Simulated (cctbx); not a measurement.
## Tl2Ge2S7: precision against data quality

Space group Fd-3m (no. 227, origin choice 1), a = 11.6980 Å, b = 11.6980 Å, c = 11.6980 Å, α = 90.00°, β = 90.00°, γ = 90.00°.

```
atom  mult.       x    y    z  Ueq (Å²)
 Tl1     16     7/8  7/8  1/8    0.0106
 Ge1     16     1/8  5/8  1/8    0.0264
  S1      8     1/2    0  1/2    0.0224
  S2     48  0.4492  3/4  1/4    0.0184
```

The model was made for the exercise: a known structure type with other elements put in, its volume estimated, not relaxed; displacement parameters are assumed.

Five simulated data sets (cctbx; Mo Kα, λ = 0.71073 Å; 6 % proportional error) differ in resolution or exposure (noise floor 2 counts in the first three, 8 in the last two). Each is refined with the right model, isotropic at 1.1 Å and anisotropic otherwise. How do the figures of merit and the uncertainties move?

| d min (Å) | top counts | ⟨I/σ⟩ (unmerged, absences included) | unique | param. (scale apart) | Rint | R1 | GooF | largest s.u. xyz (fractional) | s.u. U of S1 (Å²) | largest error (Å) |
| --- | --- | --- | --- | --- | --- | --- | --- | --- | --- | --- |
| 1.1 | 40000 | 2.7 | 45 | 5 | 0.050 | 0.0113 | 1.41 | 0.00020 | 0.0014 | 0.0006 |
| 0.84 | 40000 | 2.6 | 88 | 9 | 0.051 | 0.0078 | 0.86 | 0.00007 | 0.0005 | 0.0012 |
| 0.6 | 40000 | 2.4 | 220 | 9 | 0.047 | 0.0091 | 0.99 | 0.00005 | 0.0002 | 0.0007 |
| 0.75 | 300 | 0.3 | 122 | 9 | 0.398 | 0.0604 | 0.97 | 0.00119 | 0.0108 | 0.0099 |
| 0.75 | 3000 | 1.1 | 122 | 9 | 0.092 | 0.0196 | 0.97 | 0.00024 | 0.0014 | 0.0050 |

GooF reaches 1.41 where the model lacks something that the data hold (anisotropy at the isotropic level, for one). The s.u. of U for S1 goes 0.0014, 0.0005, 0.0002 Å² with resolution and 0.0108, 0.0014 Å² with exposure.

The 1.1 Å row also differs in its displacement model, so it isn't a clean test of resolution.

Hardware for the 0.6 Å refinement: 0.5 s on 1 thread of AMD EPYC 7R13 Processor (Zen 3) (shared host), peak memory 0.1 GiB.

[Logs are printed without paths, hosts, clocks, repeated set-up lines and the standing remarks that a program may print on its own settings, such as how far it seeks lower states.]
